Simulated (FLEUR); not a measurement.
## Magnetic state of free Fe(110) film, 3 layers from several starts

Does free Fe(110) film, 3 layers prefer parallel or opposed moments?

Calculated with FLEUR MaX-R8.1; PBE; all-electron FLAPW film, Dirac cores, scalar-relativistic bands.

## 1. The starting structure

The cell holds 3 atoms: 3 Fe. Its edges and angles: a = 2.482 Å, b = 2.482 Å, c = 18.053 Å, α = 90.0°, β = 90.0°, γ = 109.5°. Layers at typed spacings, unrelaxed. Vacuum lies along c.

## 2. Start 1: ferro +++

The parallel start is the test of whether parallel moments hold.

inpgen writes inp.xml from crystal.txt; cutoffs, mixing, functional, smearing and local orbitals are then set in the file. The k list default-1 (kpts.xml, not shown) is a Γ-centred 12×12×1 mesh; where the ranks do not divide the number of points, some are split in two of half the weight.

inp.xml

```
<?xml version="1.0" encoding="UTF-8" standalone="no"?>
<fleurInput fleurInputVersion="0.39">
   <comment>
      Fe
   </comment>
   <calculationSetup>
      <cutoffs Kmax="3.68" Gmax="11.0" GmaxXC="11.0" numbands="0"/>
      <scfLoop itmax="120" minDistance="0.00002" maxIterBroyd="15" imix="Anderson" alpha="0.03" precondParam="0.0" spinf="2.0" sdNocoIR="T"/>
      <coreElectrons ctail="T" frcor="F" kcrel="1" coretail_lmax="0"/>
      <xcFunctional name="pbe" relativisticCorrections="F"/>
      <magnetism jspins="2"/>
      <soc l_soc="F" theta="0.0" phi="0.0" spav="F"/>
      <expertModes spex="0" secvar="F"/>
      <geometryOptimization l_f="F" forcealpha="1.0" forcemix="BFGS" epsdisp="0.00001" epsforce="0.00001"/>
      <ldaU l_linMix="F" mixParam="0.05" spinf="1.0"/>
   </calculationSetup>
   <cell>
      <bzIntegration valenceElectrons="48.0" mode="hist" fermiSmearingEnergy="0.00183747">
         <kPointListSelection listName="default-1"/>
         <xi:include xmlns:xi="http://www.w3.org/2001/XInclude" href="kpts.xml"> </xi:include>
      </bzIntegration>
      <xi:include xmlns:xi="http://www.w3.org/2001/XInclude" href="sym.xml"> </xi:include>
      <filmLattice scale="1.0" dVac="12.92" dTilda="15.42">
         <bravaisMatrixFilm>
            <row-1>    2.7079775365518000    -3.8296584928783730</row-1>
            <row-2>    2.7079775365518000     3.8296584928783730</row-2>
         </bravaisMatrixFilm>
         <vacuumEnergyParameters vacuum="1" spinUp="-.25" spinDown="-.25"/>
      </filmLattice>
   </cell>
   <atomSpecies>
      <species name="Iron (Fe) 2.800" element="Fe" atomicNumber="26">
         <mtSphere radius="2.23" gridPoints="737" logIncrement="0.016"/>
         <atomicCutoffs lmax="8" lnonsphr="6"/>
         <electronConfig flipSpins="F">
            <coreConfig>(1s1/2) (2s1/2) (2p1/2) (2p3/2)</coreConfig>
            <valenceConfig>(3s1/2) (3p1/2) (3p3/2) (4s1/2) (3d3/2) (3d5/2)</valenceConfig>
            <stateOccupation state="(3d3/2)" spinUp="1.4" spinDown="1.0"/>
            <stateOccupation state="(3d5/2)" spinUp="3.0" spinDown="0.6"/>
         </electronConfig>
         <energyParameters s="4" p="4" d="3" f="4"/>
         <lo type="SCLO" l="0" n="3" eDeriv="0"/>
         <lo type="SCLO" l="1" n="3" eDeriv="0"/>
      </species>
   </atomSpecies>
   <atomGroups>
      <atomGroup species="Iron (Fe) 2.800">
         <filmPos label="                   1">.0000000000 .0000000000 -3.8297153215</filmPos>
         <filmPos label="                   3">.0000000000 .0000000000 3.8297153215</filmPos>
         <force calculate="T" relaxXYZ="TTT"/>
      </atomGroup>
      <atomGroup species="Iron (Fe) 2.800">
         <filmPos label="                   2">1.000/2.000 1.000/2.000 .0000000000</filmPos>
         <force calculate="T" relaxXYZ="TTT"/>
      </atomGroup>
   </atomGroups>
   <output dos="F" band="F" slice="F">
      <bandDOS minEnergy="-.5*Htr" maxEnergy="0.5*Htr" sigma="0.015" storeEVData="T"/>
      <plotting iplot="0" polar="F">
         <plot TwoD="T" vec1="  1.0  0.0  0.0" vec2="  0.0  1.0  0.0" vec3="  0.0  0.0  1.0" zero="  0.0  0.0 -0.5" file="plot"/>
      </plotting>
      <moessbauerParams electricFieldGradient="F" isomerShift="T" coreHyperfine="T" valenceHyperfine="T"/>
   </output>
</fleurInput>
```

crystal.txt

```
Fe
&input film=T cartesian=F /
1.43300000000  -2.02656800000  0.00000000000
1.43300000000  2.02656800000  0.00000000000
0.00000000000  0.00000000000  1.00000000000
1.8897261246
1.0 1.0 1.0

3
26 0.00000000000  0.00000000000  -3.82971532153 : 2.800
26 0.50000000000  0.50000000000  0.00000000000 : 2.800
26 0.00000000000  0.00000000000  3.82971532153 : 2.800

&kpt div1=12 div2=12 div3=1 gamma=T /
```

Launch:

```console
$ OMP_NUM_THREADS=1 inpgen -f crystal.txt > inpgen.log  # inp.xml is then edited as shown
$ OMP_NUM_THREADS=1 mpirun -n 4 fleur_MPI > fleur.log
```

The log of the run:

```text
Welcome to FLEUR        (www.flapw.de)
      MaX-Release 8.1          (www.max-centre.eu)

 ========== k-point set info ==========
 Selected k-point list: default-1
 k-point list type: mesh
 0 x 0 x 0
 Number of k points: 44

 ------------Calculation Setup---------------------------
 Number of MPI-tasks      :            4
 Number of PE/node        :            4
 Number of OMP-threads    :            1
 k-points in parallel     :            4
 pe's per k-point         :            1
 No of k-point loops      :           11
 Eigenvalue solver        :       lapack
 Number of basis functions:          303
 Approximate size of matrices (H+S) per k-point:         0.001 GB
 --------------------------------------------------------
 [... lines of the core solver left out ...]
 Iteration:     1   Distance:      25.77746898 me/bohr^3
 [... lines of the core solver left out ...]
 Iteration:     2   Distance:      11.17667618 me/bohr^3
 [... lines of the core solver left out ...]
 Iteration:     3   Distance:      12.09566849 me/bohr^3
 [... lines of the core solver left out ...]
 Iteration:     4   Distance:       9.96695118 me/bohr^3
 [... lines of the core solver left out ...]
 Iteration:     5   Distance:       6.78649595 me/bohr^3
 [... lines of the core solver left out ...]
 Iteration:     6   Distance:       5.93703831 me/bohr^3
 [... lines of the core solver left out ...]
 Iteration:     7   Distance:       4.17146357 me/bohr^3
 [... lines of the core solver left out ...]
[... rest left out ...]

--- out.xml (last complete iteration) ---
<iteration numberForCurrentRun="   34" overallNumber="   34">
         <energyParameters units="Htr">
            <atomicEP atomType="1" spin="1" branch="4s" branchLowest="-3.40" branchHighest="1.52" value="-0.3187611804"/>
            <atomicEP atomType="1" spin="1" branch="4p" branchLowest="-2.14" branchHighest="2.12" value="-0.1860459006"/>
            <atomicEP atomType="1" spin="1" branch="3d" branchLowest="-9.99" branchHighest="-0.11" value="-0.2577536750"/>
            <atomicEP atomType="1" spin="1" branch="4f" branchLowest="-9.99" branchHighest="3.14" value="0.1268816129"/>
            <loAtomicEP atomType="1" spin="1" branch="3s" branchLowest="-30.05" branchHighest="-3.40" value="-3.4146570169"/>
            <loAtomicEP atomType="1" spin="1" branch="3p" branchLowest="-25.58" branchHighest="-2.14" value="-2.1675078541"/>
            <atomicEP atomType="2" spin="1" branch="4s" branchLowest="-3.40" branchHighest="1.53" value="-0.3301029844"/>
            <atomicEP atomType="2" spin="1" branch="4p" branchLowest="-2.14" branchHighest="2.12" value="-0.1988843523"/>
            <atomicEP atomType="2" spin="1" branch="3d" branchLowest="-9.99" branchHighest="-0.11" value="-0.2574139406"/>
            <atomicEP atomType="2" spin="1" branch="4f" branchLowest="-9.99" branchHighest="3.14" value="0.1131049094"/>
            <loAtomicEP atomType="2" spin="1" branch="3s" branchLowest="-30.05" branchHighest="-3.40" value="-3.4119584452"/>
            <loAtomicEP atomType="2" spin="1" branch="3p" branchLowest="-25.58" branchHighest="-2.14" value="-2.1646259692"/>
            <vacuumEP vacuum="1" spin="1" vzIR="-0.2851961056" vzInf="0.0000000000" value="-0.2500000000"/>
            <atomicEP atomType="1" spin="2" branch="4s" branchLowest="-3.29" branchHighest="1.60" value="-0.3033879050"/>
            <atomicEP atomType="1" spin="2" branch="4p" branchLowest="-2.03" branchHighest="2.20" value="-0.1755931725"/>
            <atomicEP atomType="1" spin="2" branch="3d" branchLowest="-9.99" branchHighest="0.00" value="-0.1749785421"/>
            <atomicEP atomType="1" spin="2" branch="4f" branchLowest="-9.99" branchHighest="3.22" value="0.1336210508"/>
            <loAtomicEP atomType="1" spin="2" branch="3s" branchLowest="-30.00" branchHighest="-3.29" value="-3.3020058055"/>
            <loAtomicEP atomType="1" spin="2" branch="3p" branchLowest="-25.54" branchHighest="-2.03" value="-2.0575468036"/>
            <atomicEP atomType="2" spin="2" branch="4s" branchLowest="-3.29" branchHighest="1.60" value="-0.3295955140"/>
            <atomicEP atomType="2" spin="2" branch="4p" branchLowest="-2.03" branchHighest="2.20" value="-0.2041317379"/>
            <atomicEP atomType="2" spin="2" branch="3d" branchLowest="-9.99" branchHighest="0.00" value="-0.1848570995"/>
            <atomicEP atomType="2" spin="2" branch="4f" branchLowest="-9.99" branchHighest="3.22" value="0.1035428480"/>
            <loAtomicEP atomType="2" spin="2" branch="3s" branchLowest="-30.00" branchHighest="-3.29" value="-3.3043609714"/>
            <loAtomicEP atomType="2" spin="2" branch="3p" branchLowest="-25.55" branchHighest="-2.03" value="-2.0597538290"/>
            <vacuumEP vacuum="1" spin="2" vzIR="-0.2773548989" vzInf="0.0000000000" value="-0.2500000000"/>
         </energyParameters>
         <bandgap value="0.0160167518" units="eV"/>
         <sumValenceSingleParticleEnergies value="-64.2059931352" units="Htr"/>
         <FermiEnergy value="-0.1747713393" units="Htr"/>
         <valenceDensity>
            <mtCharges spin="1">
               <mtCharge atomType="1" total="8.6352022" s="1.1732594" p="3.1091548" d="4.3418973" f="0.0083103"/>
               <mtCharge atomType="2" total="8.6014620" s="1.1680438" p="3.1376271" d="4.2809076" f="0.0114207"/>
            </mtCharges>
            <mtCharges spin="2">
               <mtCharge atomType="1" total="5.9656803" s="1.1728678" p="3.1231850" d="1.6622777" f="0.0059278"/>
               <mtCharge atomType="2" total="6.1052814" s="1.1771066" p="3.1742096" d="1.7438314" f="0.0082920"/>
            </mtCharges>
            <spinDependentCharge spin="1" total="27.8871541" interstitial="1.8886005" mtSpheres="25.8718664" vacuum1="0.0633436"/>
            <spinDependentCharge spin="2" total="20.1128461" interstitial="1.9624421" mtSpheres="18.0366421" vacuum1="0.0568810"/>
            <totalCharge value="48.0000002210"/>
         </valenceDensity>
         <allElectronCharges>
            <spinDependentCharge spin="1" total="42.8871700" interstitial="1.8886005" mtSpheres="40.8718823" vacuum1="0.0633436"/>
            <spinDependentCharge spin="2" total="35.1128303" interstitial="1.9624421" mtSpheres="33.0366262" vacuum1="0.0568810"/>
            <totalCharge value="78.0000002220"/>
         </allElectronCharges>
         <magneticMomentsInMTSpheres units="muBohr">
            <globalMagMoment atomType="1" vec="0.00000   0.00000   2.66953"/>
            <localMagMoment atomType="1" vec="0.00000   0.00000   2.66953"/>
            <globalMagMoment atomType="2" vec="0.00000   0.00000   2.49619"/>
            <localMagMoment atomType="2" vec="0.00000   0.00000   2.49619"/>
         </magneticMomentsInMTSpheres>
         <moessbauerParams unitsHFF="kG" unitsIS="e/bohr^3" unitsEFG="Htr/bohr^2">
            <coreHyperfineField atomType="1" hffTotal="-646.89965" isTotal="14961.82393">
               <shell n="1" l="0" hff="-6.16930" isomerShift="13671.82734"/>
               <shell n="2" l="0" hff="-642.53583" isomerShift="1282.97577"/>
               <shell n="2" l="1" hff="1.80549" isomerShift="7.02082"/>
            </coreHyperfineField>
            <coreHyperfineField atomType="2" hffTotal="-622.46300" isTotal="14961.73913">
               <shell n="1" l="0" hff="-4.89440" isomerShift="13671.77582"/>
               <shell n="2" l="0" hff="-619.31741" isomerShift="1282.94297"/>
               <shell n="2" l="1" hff="1.74881" isomerShift="7.02033"/>
            </coreHyperfineField>
            <isomerShift atomType="1" nucleusRadius="0.0000903" averageDensity="15153.77646"/>
            <isomerShift atomType="2" nucleusRadius="0.0000903" averageDensity="15153.68464"/>
         </moessbauerParams>
         <totalEnergy value="    -3818.3423915495" units="Htr">
            <sumOfEigenvalues value="    -2246.9138381582">
               <coreElectrons value="-2182.7078450230"/>
               <valenceElectrons value="-64.2059931352"/>
            </sumOfEigenvalues>
            <densityCoulombPotentialIntegral value="-5899.6926819820"/>
            <densityEffectivePotentialIntegral value="-6117.4952684130"/>
            <chargeDenXCDenIntegral value="-167.7990721624"/>
            <FockExchangeEnergyValence value="0.0000000000"/>
            <FockExchangeEnergyCore value="0.0000000000"/>
            <atomTypeDependentContributions atomType="1">
               <electronNucleiInteractionDifferentMTs value="3036.7990356401"/>
               <MadelungTerm value="-10.7020090810"/>
            </atomTypeDependentContributions>
            <atomTypeDependentContributions atomType="2">
               <electronNucleiInteractionDifferentMTs value="1519.0471395234"/>
               <MadelungTerm value="-4.7302244064"/>
            </atomTypeDependentContributions>
            <tkbTimesEntropy value="0.0008583920"/>
            <freeEnergy value="-3818.3432499415"/>
            <extrapolationTo0K value="-3818.3428207455"/>
         </totalEnergy>
         <densityConvergence units="me/bohr^3">
            <chargeDensity spin="1" distance="0.0000070993"/>
            <chargeDensity spin="2" distance="0.0000053146"/>
            <overallChargeDensity distance="0.0000097735"/>
            <spinDensity distance="0.0000078593"/>
         </densityConvergence>
      </iteration>
```

Wall time 45 s (4 MPI ranks of Arm Neoverse V1, shared host); peak memory 0.31 GiB; 3 min of CPU time.

Spin moment in the muffin-tin sphere by atom:

| atom | spin moment in the muffin-tin sphere (μB) |
| --- | --- |
| Fe1 | 2.67 |
| Fe2 | 2.50 |
| Fe3 | 2.67 |

This step gave:

```
free energy                                                       : -103902.4130 eV
program's band gap on this mesh (in a metal only a level spacing) : 0.01602 eV
magnetization                                                     : 7.774 μB
final state                                                       : ferromagnetic
```

After 34 cycles the largest moment stands at 2.67 μB.

## 3. Start 2: ferri +-+

An opposed order shows whether neighbours prefer unlike signs.

Changes to inp.xml since step 2:

```diff
@@ -44,2 +44,15 @@
       </species>
+      <species name="Iron (Fe) -2.800" element="Fe" atomicNumber="26">
+         <mtSphere radius="2.23" gridPoints="737" logIncrement="0.016"/>
+         <atomicCutoffs lmax="8" lnonsphr="6"/>
+         <electronConfig flipSpins="F">
+            <coreConfig>(1s1/2) (2s1/2) (2p1/2) (2p3/2)</coreConfig>
+            <valenceConfig>(3s1/2) (3p1/2) (3p3/2) (4s1/2) (3d3/2) (3d5/2)</valenceConfig>
+            <stateOccupation state="(3d3/2)" spinUp="1.0" spinDown="1.4"/>
+            <stateOccupation state="(3d5/2)" spinUp="0.6" spinDown="3.0"/>
+         </electronConfig>
+         <energyParameters s="4" p="4" d="3" f="4"/>
+         <lo type="SCLO" l="0" n="3" eDeriv="0"/>
+         <lo type="SCLO" l="1" n="3" eDeriv="0"/>
+      </species>
    </atomSpecies>
@@ -51,3 +64,3 @@
       </atomGroup>
-      <atomGroup species="Iron (Fe) 2.800">
+      <atomGroup species="Iron (Fe) -2.800">
          <filmPos label="                   2">1.000/2.000 1.000/2.000 .0000000000</filmPos>
```

Changes to crystal.txt since step 2:

```diff
@@ -10,3 +10,3 @@
 26 0.00000000000  0.00000000000  -3.82971532153 : 2.800
-26 0.50000000000  0.50000000000  0.00000000000 : 2.800
+26 0.50000000000  0.50000000000  0.00000000000 : -2.800
 26 0.00000000000  0.00000000000  3.82971532153 : 2.800
```

The log of the run:

```text
[banner, memory and clock lines left out]
Welcome to FLEUR        (www.flapw.de)
      MaX-Release 8.1          (www.max-centre.eu)

 ========== k-point set info ==========
 Selected k-point list: default-1
 k-point list type: mesh
 0 x 0 x 0
 Number of k points: 44

 ------------Calculation Setup---------------------------
 Number of PE/node        :            4
 Number of OMP-threads    :            1
 k-points in parallel     :            4
 pe's per k-point         :            1
 No of k-point loops      :           11
 Eigenvalue solver        :       lapack
 Number of basis functions:          303
 Approximate size of matrices (H+S) per k-point:         0.001 GB
 [... lines of the core solver left out ...]
 Iteration:     1   Distance:      28.00285521 me/bohr^3
 [... lines of the core solver left out ...]
 Iteration:     2   Distance:      13.40372684 me/bohr^3
 [... lines of the core solver left out ...]
 Iteration:     3   Distance:      13.52880705 me/bohr^3
 [... lines of the core solver left out ...]
 Iteration:     4   Distance:       9.11072774 me/bohr^3
 [... lines of the core solver left out ...]
 Iteration:     5   Distance:       7.49351772 me/bohr^3
 [... lines of the core solver left out ...]
 Iteration:     6   Distance:       7.25389960 me/bohr^3
 [... lines of the core solver left out ...]
 Iteration:     7   Distance:       4.19790296 me/bohr^3
 [... lines of the core solver left out ...]
[... rest left out ...]

--- out.xml (last complete iteration) ---
<iteration numberForCurrentRun="   43" overallNumber="   43">
         [... left out ...]
         <bandgap value="0.0006436704" units="eV"/>
         <sumValenceSingleParticleEnergies value="-64.7852702708" units="Htr"/>
         <FermiEnergy value="-0.1757425883" units="Htr"/>
         <valenceDensity>
            <mtCharges spin="1">
               <mtCharge atomType="1" total="8.5218899" s="1.1781017" p="3.1163299" d="4.2178626" f="0.0074947"/>
               <mtCharge atomType="2" total="6.2657409" s="1.1670850" p="3.1465858" d="1.9387462" f="0.0104359"/>
            </mtCharges>
            <mtCharges spin="2">
               <mtCharge atomType="1" total="6.0725305" s="1.1687098" p="3.1217239" d="1.7732524" f="0.0068989"/>
               <mtCharge atomType="2" total="8.4351681" s="1.1870474" p="3.1789259" d="4.0568049" f="0.0098460"/>
            </mtCharges>
            <spinDependentCharge spin="1" total="25.3118569" interstitial="1.8981408" mtSpheres="23.3095206" vacuum1="0.0520978"/>
            <spinDependentCharge spin="2" total="22.6881433" interstitial="1.9719561" mtSpheres="20.5802292" vacuum1="0.0679790"/>
            <totalCharge value="48.0000002233"/>
         </valenceDensity>
         [... left out ...]
         <magneticMomentsInMTSpheres units="muBohr">
            <globalMagMoment atomType="1" vec="0.00000   0.00000   2.44937"/>
            <localMagMoment atomType="1" vec="0.00000   0.00000   2.44937"/>
            <globalMagMoment atomType="2" vec="0.00000   0.00000  -2.16944"/>
            <localMagMoment atomType="2" vec="0.00000   0.00000  -2.16944"/>
         </magneticMomentsInMTSpheres>
         [... left out ...]
         <totalEnergy value="    -3818.3196552049" units="Htr">
            <sumOfEigenvalues value="    -2247.9758168924">
               <coreElectrons value="-2183.1905466216"/>
               <valenceElectrons value="-64.7852702708"/>
            </sumOfEigenvalues>
            <densityCoulombPotentialIntegral value="-5900.7485857262"/>
            <densityEffectivePotentialIntegral value="-6118.4633125062"/>
            <chargeDenXCDenIntegral value="-167.7339016996"/>
            <FockExchangeEnergyValence value="0.0000000000"/>
            <FockExchangeEnergyCore value="0.0000000000"/>
         [... left out ...]
            <tkbTimesEntropy value="0.0015880280"/>
            <freeEnergy value="-3818.3212432329"/>
            <extrapolationTo0K value="-3818.3204492189"/>
         </totalEnergy>
         <densityConvergence units="me/bohr^3">
            <chargeDensity spin="1" distance="0.0000052839"/>
            <chargeDensity spin="2" distance="0.0000039551"/>
            <overallChargeDensity distance="0.0000062089"/>
            <spinDensity distance="0.0000069695"/>
         </densityConvergence>
      </iteration>
```

Run time: 56 s. Hardware: 4 MPI ranks; peak memory 0.32 GiB.

Spin moment in the muffin-tin sphere by atom:

| atom | spin moment in the muffin-tin sphere (μB) |
| --- | --- |
| Fe1 | 2.45 |
| Fe2 | -2.17 |
| Fe3 | 2.45 |

This step gave:

```
free energy                                                       : -103901.8142 eV
program's band gap on this mesh (in a metal only a level spacing) : 6.44e-4 eV
magnetization                                                     : 2.624 μB
final state                                                       : ferrimagnetic
```

It lies 200 meV a seeded atom over the first start, and its largest moment is 2.45 μB against 2.67 μB.

(Part 1 of 2 ends here.)

[Logs and program files are shortened in this print: banners, set-up blocks, solver, clock and traceback lines can be left out without a mark of their own.]

[Logs are printed without paths, hosts, clocks, repeated set-up lines and the standing remarks that a program may print on its own settings, such as how far it seeks lower states.]

[Hosts, paths, dates, database ids (printed as entryN), source tags and the programs' standing remarks are cut or masked in the printed files.]

[Where a cell is said to come from a database of computed structures, the database is the Materials Project.]
